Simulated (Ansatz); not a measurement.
# MgBe3S4, from a guessed structure to a relaxed one, part 2 of 2

Starting from a made-up structure for MgBe3S4, the aim is the relaxed cell, its shortest contacts and, where a second run follows, its electronic structure.

Ansatz 0.2.0; DFT, PBE, plane-wave PAW, files of the set soft_1, scalar-relativistic, no spin, cell and ions relaxed at zero pressure; PAW set soft_1 (the session's first sound run).

So far: The structure; Relaxation of the guess. The relaxed cell has a = 5.093 Å (conventional setting).

### Step 3. Bands of the relaxed cell

A second self-consistent run takes a narrower smearing and the mesh shown in its input; the bands follow along the standard path of the relaxed lattice.

This step: DFT, PBE, plane-wave PAW, files of the set soft_1, scalar-relativistic, no spin, bands and density of states at the relaxed cell; PAW set soft_1 (Ansatz 0.2.0).

File input.yaml:

```yaml
crystal:
  lattice:
    - [5.0927023867, 0.0, 0.0]
    - [0.0, 5.0927023867, 0.0]
    - [0.0, 0.0, 5.0927023867]
  atoms:
    - { symbol: S, position: [0.231499791, 0.231499791, 0.231499791] }
    - { symbol: S, position: [0.231499791, 0.768500209, 0.768500209] }
    - { symbol: S, position: [0.768500209, 0.231499791, 0.768500209] }
    - { symbol: S, position: [0.768500209, 0.768500209, 0.231499791] }
    - { symbol: Mg, position: [0.5, 0.5, 0.5] }
    - { symbol: Be, position: [0.5, 0.0, 0.0] }
    - { symbol: Be, position: [0.0, 0.5, 0.0] }
    - { symbol: Be, position: [0.0, 0.0, 0.5] }
kpoints:
  mp_grid: { grid: [6, 6, 6] }
  band_path:
    path:
      - [[0.0, 0.0, 0.0], [0.0, 0.5, 0.0], [0.5, 0.5, 0.0], [0.0, 0.0, 0.0], [0.5, 0.5, 0.5], [0.0, 0.5, 0.0]]
      - [[0.5, 0.5, 0.0], [0.5, 0.5, 0.5]]
    npoints: 13
scf:
  occupations: { method: fermi_dirac, width: 0.03 }
  n_extra_bands: 12
hamiltonian:
  xc: pbe
  pseudopotentials: { kind: paw, azcp: { folder: soft_1 } }
output:
  forces: true
  stress: true
  write_bands: true
  dos: { projected: true }
  write_density: true
  write_potential: true
  elf: true
  volumetric_format: npy
```

The run is started by

```
ansatz run input.yaml --threads 4 --pin off --max-ram 10240MiB --backend cpu --events-out ev --progress --plain --runs-dir out
```

Numbers of over 12 decimals in the logs are rounded to 6 here.

Output:

```text
[...]
Crystal: 8 atoms, lattice volume = 132.082 Å³
Basis set: ecut = 420 eV, 2553 PW (Γ), exchange–correlation on 72×72×72 points (8 copies of the dense FFT grid, shifted against one another)
Bands: 32, of which v1, the nominal top of the filled ones, is band 20 counted from 1 (19 counted from 0)
Symmetry: 24 space group operations
[...]
k-points: 20 of 216 (time reversal used)
[...]
SCF iter   1: F=—  HF=-5819.703447 eV  |F-HF|=—  |Δ(HF+E_count)|=         —  Δρ=4.47e-2  dr2=2.74e0  ethr=3.10e-3  ⟨swp⟩=9.8  Hψ=3930  notcnv=0
[...]
SCF iter   7: F=-5818.944766 eV  HF=-5818.944766 eV  |F-HF|=1.21e-7  |Δ(HF+E_count)|=   4.64e-6  Δρ=6.97e-6  dr2=7.55e-8  ethr=2.50e-10  ⟨swp⟩=16.2  Hψ=5786  notcnv=0
SCF 1 converged in 7 iterations: F = -5818.944766 eV  dr2 = 7.55e-8
[...]
NSCF: frozen V_eff on 80 k-points
SCF converged after 7 iterations
Free energy (F): -5818.944766 eV
[...]
Internal energy: -5818.944766 eV  (E = F + TS)
E sigma→0 (E₀):  -5818.944766 eV
Fermi energy:    6.218104 eV
[...]
--- Forces (eV/Å), atoms counted from 1 ---
  atom   1  S      0.00340820     0.00340820     0.00340820
  atom   2  S      0.00340820    -0.00340820    -0.00340820
  atom   3  S     -0.00340820     0.00340820    -0.00340820
  atom   4  S     -0.00340820    -0.00340820     0.00340820
  atom   5  Mg     0.00000000     0.00000000     0.00000000
  atom   6  Be     0.00000000    -0.00000000    -0.00000000
  atom   7  Be     0.00000000    -0.00000000     0.00000000
  atom   8  Be     0.00000000     0.00000000    -0.00000000
  max |Σ_I F_I| component: 2.46e-16 eV/Å
--- Stress (GPa, compression-positive) ---
       -0.026278       0.000000       0.000000
        0.000000      -0.026278      -0.000000
        0.000000      -0.000000      -0.026278
  P = ⅓ Tr σ = -0.0263 GPa (-0.263 kbar)
--- Band table (eV; the first three rows and the last of 20) ---
  k-point 0: bands = [... 16 lower, 2.4514, 4.5928, 4.5928, 4.5928, 7.8297, 7.8297, 7.8297, 9.0888, ... 8 higher]
  k-point 1: bands = [... 16 lower, 2.5486, 4.1510, 4.4398, 4.4398, 7.9735, 8.2919, 8.2919, 9.4635, ... 8 higher]
  k-point 2: bands = [... 16 lower, 2.7663, 3.2175, 4.0849, 4.0849, 8.4277, 9.4858, 9.4858, 9.7895, ... 8 higher]
  k-point 19: bands = [... 16 lower, 3.6142, 4.1692, 4.1692, 4.1692, 9.3459, 9.3459, 9.3459, 10.3664, ... 8 higher]
```

The job ended after 2.1 s (4 threads of AMD EPYC 9B45 (Zen 5), shared host; peak memory 0.53 GiB; 7.9 s of CPU time).

This step gave:

```yaml
free_energy: -5818.9448 eV
fermi_energy: 6.218 eV
pressure: -0.02628 GPa
gap_on_the_k_mesh: 3.237 eV
```

From bands.tsv. The electronic bands at the labelled points (eV, zero at the valence top; v1 is the highest filled band, c1 the lowest empty one):

```tsv
point	v4	v3	v2	v1	c1	c2	c3	c4
Γ	-2.14	0.00	0.00	0.00	3.24	3.24	3.24	4.50
0.46 of the way	-1.97	-0.77	-0.28	-0.28	3.52	4.09	4.09	5.08
X	-1.67	-1.67	-0.73	-0.73	4.27	4.92	5.88	6.00
0.46 of the way	-1.84	-1.29	-0.85	-0.63	4.94	5.36	5.85	5.94
M	-1.51	-0.95	-0.56	-0.56	5.44	5.44	5.84	6.05
0.54 of the way	-1.76	-1.38	-0.60	-0.12	4.11	4.29	4.52	5.53
Γ	-2.14	0.00	0.00	0.00	3.24	3.24	3.24	4.50
0.54 of the way	-1.54	-1.54	-0.37	-0.37	4.64	4.73	4.73	5.66
R	-0.98	-0.42	-0.42	-0.42	4.75	4.75	4.75	5.77
0.54 of the way	-1.42	-1.13	-0.79	-0.59	4.94	5.51	5.76	5.89
X	-1.67	-1.67	-0.73	-0.73	4.27	4.92	5.88	6.00
jump to M	-1.51	-0.95	-0.56	-0.56	5.44	5.44	5.84	6.05
0.46 of the way	-1.16	-0.96	-0.52	-0.52	5.31	5.31	5.42	6.30
R	-0.98	-0.42	-0.42	-0.42	4.75	4.75	4.75	5.77
```

States per cell as run, both spins, in windows of 1 eV, from dos.tsv (zero at the valence-band top):

```csv
from,to,total
-8,-7,0.00
-7,-6,0.00
-6,-5,0.01
-5,-4,4.49
-4,-3,3.49
-3,-2,5.51
-2,-1,6.23
-1,0,4.26
0,1,0.00
1,2,0.00
2,3,0.00
3,4,0.42
4,5,2.50
5,6,4.98
6,7,6.34
7,8,6.05
```

A further 16.0 states lie below the table's range.

Valence density in the ac plane at fractional y = 0.500, with atoms of Mg and Be within 0.2 Å of it. It is the smooth field of the valence electrons, not physical close to the nuclei.

Ten steps, logarithmic in the rise over the least value, from '0' (0 e/Å³) to '9' (24 e/Å³), each cell a mean:
```
01100000000010
11100000000111
00110000000110
00010000001000
00000012100000
00000267410000
00000499720000
00000379610000
00000134200000
00000000000000
00110000001100
11110000000111
01100000000011
00100000000010
```
Columns run along a (5.1 Å), rows up along c (5.1 Å). Atoms in or near the plane, at fractional coordinates: Mg at (0.50, 0.50), Be at (0.00, 0.00).

ELF in the ac plane at fractional y = 0.500, with atoms of Mg and Be within 0.2 Å of it. It is the smooth field of the valence electrons, not physical close to the nuclei.

Ten even steps from '0' (0.00) to '9' (0.65), each cell a mean:
```
01442000013430
25875210146873
36898521379984
24799611389963
02587211148741
00232144313310
00010332411100
00121243411210
01464123126520
13699410279852
35899621389974
36886410257884
03653100024651
00331000002320
```
Columns run along a (5.1 Å), rows up along c (5.1 Å). Atoms in or near the plane, at fractional coordinates: Mg at (0.50, 0.50), Be at (0.00, 0.00).

Electrostatic potential energy in the ac plane at fractional y = 0.500, with atoms of Mg and Be within 0.2 Å of it. With pseudopotentials it is smooth inside the atoms' cores, unlike the true potential.

Ten even steps from '_' (-58 eV) to '@' (10 eV), each cell a mean:
```
--++%%@@@@@@@@@@@@@@@@@@##==
##%%@@@@@@@@@@@@@@@@@@@@%%##
@@@@@@@@@@@@@@@@@@@@@@@@@@@@
@@@@@@@@@@@@@@@@@@@@@@@@@@@@
@@@@@@@@@@%%####%%@@@@@@@@@@
@@@@@@@@%%**::..==%%@@@@@@@@
@@@@@@@@%%==____..##@@@@@@@@
@@@@@@@@%%++____::##@@@@@@@@
@@@@@@@@@@%%++==**%%@@@@@@@@
@@@@@@@@@@@@%%%%%%@@@@@@@@@@
@@@@@@@@@@@@@@@@@@@@@@@@@@@@
%%%%@@@@@@@@@@@@@@@@@@@@@@%%
++**%%@@@@@@@@@@@@@@@@@@%%++
::++%%@@@@@@@@@@@@@@@@@@##--
```
Columns run along a (5.1 Å; values clipped at the 3rd and 97th percentile), rows up along c (5.1 Å). Atoms in or near the plane, at fractional coordinates: Mg at (0.50, 0.50), Be at (0.00, 0.00).

### Step 4. Results

| Item | Value |
| --- | --- |
| space group, relaxed | P-43m |
| conventional cell | a = 5.093, b = 5.093, c = 5.093 Å; α = 90.0°, β = 90.0°, γ = 90.0° |
| volume per atom | 16.51 Å³ (guess 18.21) |

**Reading.** MgBe3S4 relaxes to P-43m with a = 5.093, b = 5.093 and c = 5.093 Å. The guessed volume was 10 % too large. The space group P-43m was held in the relaxation, so the end point is a stationary structure within it and may be a saddle against distortions or other arrangements. It has a direct Kohn–Sham gap of 3.24 eV, which semilocal functionals understate. On the 6×6×6 mesh with the narrower smearing (relaxed on 5×5×5) the largest force component is 0.003 eV/Å and the largest stress component is 0.026 GPa, within the relaxation's thresholds of 0.015 eV/Å and 0.05 GPa. The cutoff wasn't tested. No dispersion term is used, so weakly bound directions may come out too long. Nothing here tests whether the compound is stable against decomposition.

[Logs are printed without paths, hosts, clocks, repeated set-up lines and the standing remarks that a program may print on its own settings, such as how far it seeks lower states.]

[Hosts, paths, dates, database ids (printed as entryN), source tags and the programs' standing remarks are cut or masked in the printed files.]
